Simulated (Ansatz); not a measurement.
# A hypothetical structure for Cu5Si, part 2 of 2

Starting from a made-up structure for Cu5Si, the aim is the relaxed cell, its shortest contacts and, where a second run follows, its electronic structure.

Ansatz 0.2.0; DFT, PBE, plane-wave PAW, files of the set soft_1, scalar-relativistic, ferromagnetic start, cell and ions relaxed at zero pressure; PAW set soft_1 (the session's first sound run).

So far: Starting point; Relaxing cell and atoms. The relaxed cell has a = 4.445, c = 12.608 Å (conventional setting).

## (3) Bands of the relaxed cell

With the geometry fixed, one more self-consistent run, with a narrower smearing and the mesh shown in its input, gives the bands, and its pressure, and its forces where symmetry allows any, show how far the geometry depends on these settings.

This step: DFT, PBE, plane-wave PAW, files of the set soft_1, scalar-relativistic, no spin, bands and density of states at the relaxed cell; PAW set soft_1 (Ansatz 0.2.0).

The input, input.yaml:

```yaml
crystal:
  lattice:
    - [2.2223826736, 1.283093235, 4.2026688207]
    - [-2.2223826736, 1.283093235, 4.2026688207]
    - [0.0, -2.5661864695, 4.2026688209]
  atoms:
    - { symbol: Cu, position: [0.1627851855, 0.8372148145, 0.5] }
    - { symbol: Cu, position: [0.8372148145, 0.5, 0.1627851855] }
    - { symbol: Cu, position: [0.5, 0.1627851855, 0.8372148145] }
    - { symbol: Cu, position: [0.3344049046, 0.3344049046, 0.3344049046] }
    - { symbol: Cu, position: [0.6655950954, 0.6655950954, 0.6655950954] }
    - { symbol: Si, position: [0.0, 0.0, 0.0] }
kpoints:
  mp_grid: { grid: [8, 8, 8] }
  band_path:
    path:
      - [[0.0, 0.0, 0.0], [0.5, 0.0, 0.0], [0.5, 0.22880718, -0.22880718]]
      - [[0.77119282, 0.5, 0.22880718], [0.5, 0.5, 0.5], [0.0, 0.0, 0.0], [0.36440359, 0.0, -0.36440359]]
      - [[0.63559641, 0.36440359, 0.0], [0.5, 0.5, 0.0], [0.63559641, 0.63559641, 0.22880718], [0.5, 0.5, 0.5]]
      - [[0.5, 0.0, 0.0], [0.77119282, 0.36440359, 0.36440359]]
    npoints: 8
scf:
  occupations: { method: fermi_dirac, width: 0.03 }
  n_extra_bands: 10
hamiltonian:
  xc: pbe
  pseudopotentials: { kind: paw, azcp: { folder: soft_1 } }
output:
  forces: true
  stress: true
  write_bands: true
  dos: { projected: true }
  write_density: true
  write_potential: true
  elf: true
  volumetric_format: npy
```

Launch:

```console
> ansatz run input.yaml --threads 4 --pin off --max-ram 10240MiB --backend cpu --events-out ev --progress --plain --runs-dir out
```

Numbers of over 12 decimals in the logs are rounded to 6 here.

Log:

```text
[...]
Crystal: 6 atoms, lattice volume = 71.904 Å³
Basis set: ecut = 420 eV, 1401 PW (Γ), exchange–correlation on 72×72×72 points (8 copies of the dense FFT grid, shifted against one another)
Bands: 60, of which v1, the nominal top of the filled ones, is band 50 counted from 1 (49 counted from 0)
Symmetry: 6 space group operations
[...]
k-points: 65 of 512 (time reversal used)
[...]
SCF iter   1: F=—  HF=-33767.933651 eV  |F-HF|=—  |Δ(HF+E_count)|=         —  Δρ=2.79e-1  dr2=3.59e1  ethr=3.10e-3  ⟨swp⟩=5.6  Hψ=13231  notcnv=0  defer=2
[...]
SCF iter  10: F=-33762.050798 eV  HF=-33762.050798 eV  |F-HF|=4.11e-8  |Δ(HF+E_count)|=   3.34e-8  Δρ=7.08e-6  dr2=5.22e-8  ethr=1.01e-10  ⟨swp⟩=12.6  Hψ=24027  notcnv=0
SCF 1 converged in 10 iterations: F = -33762.050798 eV  dr2 = 5.22e-8
[...]
NSCF: frozen V_eff on 76 k-points
SCF converged after 10 iterations
Free energy (F): -33762.050798 eV
[...]
Internal energy: -33762.046957 eV  (E = F + TS)
E sigma→0 (E₀):  -33762.048877 eV
Entropy (-TS):   -0.003841 eV (-0.640 meV/atom)
Fermi energy:    15.825085 eV
[...]
--- Forces (eV/Å), atoms counted from 1 ---
  atom   1  Cu     0.00240900    -0.00000000     0.00000000
  atom   2  Cu    -0.00120450    -0.00208625     0.00000000
  atom   3  Cu    -0.00120450     0.00208625    -0.00000000
  atom   4  Cu     0.00000000     0.00000000     0.00679161
  atom   5  Cu     0.00000000    -0.00000000    -0.00679161
  atom   6  Si     0.00000000     0.00000000     0.00000000
  max |Σ_I F_I| component: 1.16e-16 eV/Å
--- Stress (GPa, compression-positive) ---
       -0.000763       0.000000       0.000000
        0.000000      -0.000763      -0.000000
        0.000000      -0.000000      -0.197124
  P = ⅓ Tr σ = -0.0662 GPa (-0.662 kbar)
--- Band table (eV; the first three rows and the last of 65) ---
  k-point 0: bands = [... 46 lower, 13.7513, 16.2431, 16.8385, 16.8385, 17.9565, 17.9565, 18.1058, 18.3542, ... 6 higher]
  k-point 1: bands = [... 46 lower, 14.0965, 15.4962, 16.1172, 16.6398, 17.5829, 18.0050, 18.7848, 19.1491, ... 6 higher]
  k-point 2: bands = [... 46 lower, 14.4888, 14.7490, 15.1493, 16.1915, 17.4625, 17.6815, 18.6951, 19.6412, ... 6 higher]
  k-point 64: bands = [... 46 lower, 13.7205, 16.1707, 16.7542, 16.7542, 17.4388, 17.4388, 18.5583, 21.6368, ... 6 higher]
```

Elapsed: 14 s, on 4 threads of Arm Neoverse V2, shared host; peak memory 0.65 GiB; 53 s of CPU time.

The column dr2 measures how far the density is from self-consistency, as an energy; F and HF (Harris–Foulkes) agree once it is small.

Numbers from this step:

```
free energy             : -33762.0508 eV
energy at zero smearing : -33762.0489 eV
smearing term TS        : 0.003841 eV
Fermi energy            : 15.83 eV
pressure                : -0.06622 GPa
```

From bands.tsv, the bands that come nearest the Fermi level along the path, at its corners, in eV from the Fermi level:

| point | band 46 | band 47 | band 48 | band 49 | band 50 | band 51 | band 52 | band 53 |
| --- | --- | --- | --- | --- | --- | --- | --- | --- |
| Γ | -2.08 | -2.07 | 0.42 | 1.01 | 1.01 | 2.13 | 2.13 | 2.28 |
| L | -2.06 | -1.84 | -1.81 | -0.85 | -0.33 | 0.53 | 1.96 | 3.48 |
| B1 | -2.06 | -1.99 | -1.95 | -1.88 | 0.66 | 0.89 | 3.64 | 3.69 |
| B | -2.06 | -1.99 | -1.95 | -1.88 | 0.66 | 0.89 | 3.64 | 3.69 |
| Z | -2.21 | -2.10 | 0.35 | 0.93 | 0.93 | 1.61 | 1.61 | 2.73 |
| Γ | -2.08 | -2.07 | 0.42 | 1.01 | 1.01 | 2.13 | 2.13 | 2.28 |
| X | -2.15 | -2.05 | -2.03 | -1.33 | -1.07 | 2.33 | 2.96 | 4.34 |
| Q | -2.15 | -2.05 | -2.03 | -1.33 | -1.07 | 2.33 | 2.96 | 4.34 |
| F | -2.01 | -1.81 | -1.53 | -1.36 | -1.14 | -0.14 | 4.96 | 5.60 |
| P1 | -2.02 | -1.92 | -1.87 | -1.33 | -0.19 | 0.70 | 3.67 | 4.75 |
| Z | -2.21 | -2.10 | 0.35 | 0.93 | 0.93 | 1.61 | 1.61 | 2.73 |
| L | -2.06 | -1.84 | -1.81 | -0.85 | -0.33 | 0.53 | 1.96 | 3.48 |
| P | -2.02 | -1.92 | -1.87 | -1.33 | -0.19 | 0.70 | 3.67 | 4.75 |

Valence density in the ac plane of the conventional cell at fractional y = 0.000, with atoms of Cu and Si within 0.2 Å of it. It is the smooth field of the valence electrons, not physical close to the nuclei.

Ten steps, logarithmic in the rise over the least value, from '_' (0 e/Å³) to '@' (48 e/Å³), each cell a mean:
```
____________________________
____________________________
______________..--==--..____
______________--##@@%%==..__
______________::**%%##--____
________________..::..______
==::____________________..--
@@##::________________..==%%
%%**::________________..==##
::..____________________..::
______________..--==--..____
______________--%%@@%%==..__
______________--**%%##--____
________________..::..______
==::..__________________..--
@@##::________________..++%%
%%**::________________..==##
::..______________________..
______________..--==--..____
______________--##@@%%==..__
______________::**%%##--..__
________________..::....____
____________________________
____________________________
```
Columns run along a (4.4 Å), rows up along c (12.6 Å), edges of the conventional cell, whose origin can differ from the input's. Atoms in or near the plane, at fractional coordinates: Cu at (0.66, 0.50), Cu at (0.67, 0.17), Cu at (0.67, 0.83), Cu at (0.00, 0.33), Cu at (0.00, 0.67), Si at (0.00, 0.00).

ELF in the ac plane of the conventional cell at fractional y = 0.000, with atoms of Cu and Si within 0.2 Å of it. It is the smooth field of the valence electrons, not physical close to the nuclei.

Ten even steps from '_' (0.15) to '@' (0.67), each cell a mean:
```
++++%%%%==::....::==##@@##++
%%%%##++::..........--**%%%%
++==--::....____________::++
::::........____::%%==____::
::::........____..==::____::
..............__________....
________..::--------::______
##..____::====++++==::____==
==..____::--====++==::____--
______....::::::::::....____
::::........____________..::
::::....::..____--%%--____::
::::........____..++::____::
..............__________....
________..::--------::______
##..____::====++++==::____++
==______::--====++==::____::
______....::::--::::....____
::::........____________..::
::::........____::##==____..
--::........____..++::____::
##**==::......________::==##
##%%%%**--......::::++%%@@%%
++==##%%++::....::==%%@@**==
```
Columns run along a (4.4 Å), rows up along c (12.6 Å), edges of the conventional cell, whose origin can differ from the input's. Atoms in or near the plane, at fractional coordinates: Cu at (0.66, 0.50), Cu at (0.67, 0.17), Cu at (0.67, 0.83), Cu at (0.00, 0.33), Cu at (0.00, 0.67), Si at (0.00, 0.00).

Electrostatic potential energy in the ac plane of the conventional cell at fractional y = 0.000, with atoms of Cu and Si within 0.2 Å of it. With pseudopotentials it is smooth inside the atoms' cores, unlike the true potential.

Ten even steps from '_' (-53 eV) to '@' (18 eV), each cell a mean:
```
**==**@@@@@@@@@@@@@@@@%%++++
##%%@@@@@@@@@@@@@@@@@@@@%%##
@@@@@@@@@@@@@@%%**++++%%@@@@
@@@@@@@@@@@@%%++..____==%%@@
@@@@@@@@@@@@@@**::__..++%%@@
@@@@@@@@@@@@@@@@%%####%%@@@@
++**%%@@@@@@@@@@@@@@@@@@##++
__..**@@@@@@@@@@@@@@@@%%--__
__::**@@@@@@@@@@@@@@@@%%==..
##%%@@@@@@@@@@@@@@@@@@@@%%##
@@@@@@@@@@@@@@%%**++**%%@@@@
@@@@@@@@@@@@%%==______==%%@@
@@@@@@@@@@@@@@++::__..++%%@@
@@@@@@@@@@@@@@@@######@@@@@@
++**%%@@@@@@@@@@@@@@@@@@##++
__..++@@@@@@@@@@@@@@@@##--__
..::**@@@@@@@@@@@@@@@@%%==..
##%%@@@@@@@@@@@@@@@@@@@@%%##
@@@@@@@@@@@@@@%%**++**%%@@@@
@@@@@@@@@@@@%%++..____==%%@@
@@@@@@@@@@@@@@**::__..++%%@@
@@@@@@@@@@@@@@@@%%####%%@@@@
++**%%@@@@@@@@@@@@@@@@@@##**
##==**%%@@@@@@@@@@@@@@##==**
```
Columns run along a (4.4 Å; values clipped at the 3rd and 97th percentile), rows up along c (12.6 Å), edges of the conventional cell, whose origin can differ from the input's. Atoms in or near the plane, at fractional coordinates: Cu at (0.66, 0.50), Cu at (0.67, 0.17), Cu at (0.67, 0.83), Cu at (0.00, 0.33), Cu at (0.00, 0.67), Si at (0.00, 0.00).

## (4) Outcome

```json
{
  "space group, relaxed": "R32",
  "conventional cell": "a = 4.445, b = 4.445, c = 12.608 Å; α = 90.0°, β = 90.0°, γ = 120.0°",
  "volume per atom": "11.98 Å³ (guess 11.65)",
  "total moment": "0.00 μB in the cell of 6 atoms"
}
```

**Reading.** Cu5Si relaxes to R32 with a = 4.445, b = 4.445 and c = 12.608 Å. The guessed volume was 3 % too small. The space group R32 was held in the relaxation, so the end point is a stationary structure within it and may be a saddle against distortions or other arrangements. The moments died out from this one start and weren't seeded again at the relaxed cell. Bands cross the Fermi level, so it is a metal or semimetal at this level. The electron count is odd, which forces that without spin polarisation or a larger cell. On the 8×8×8 mesh with the narrower smearing (relaxed on 7×7×7) the largest force component is 0.007 eV/Å and the largest stress component is 0.197 GPa, against the relaxation's thresholds of 0.015 eV/Å and 0.05 GPa. The cutoff wasn't tested. No dispersion term is used, so weakly bound directions may come out too long. Nothing here tests whether the compound is stable against decomposition.

[Logs are printed without paths, hosts, clocks, repeated set-up lines and the standing remarks that a program may print on its own settings, such as how far it seeks lower states.]

[Hosts, paths, dates, database ids (printed as entryN), source tags and the programs' standing remarks are cut or masked in the printed files.]
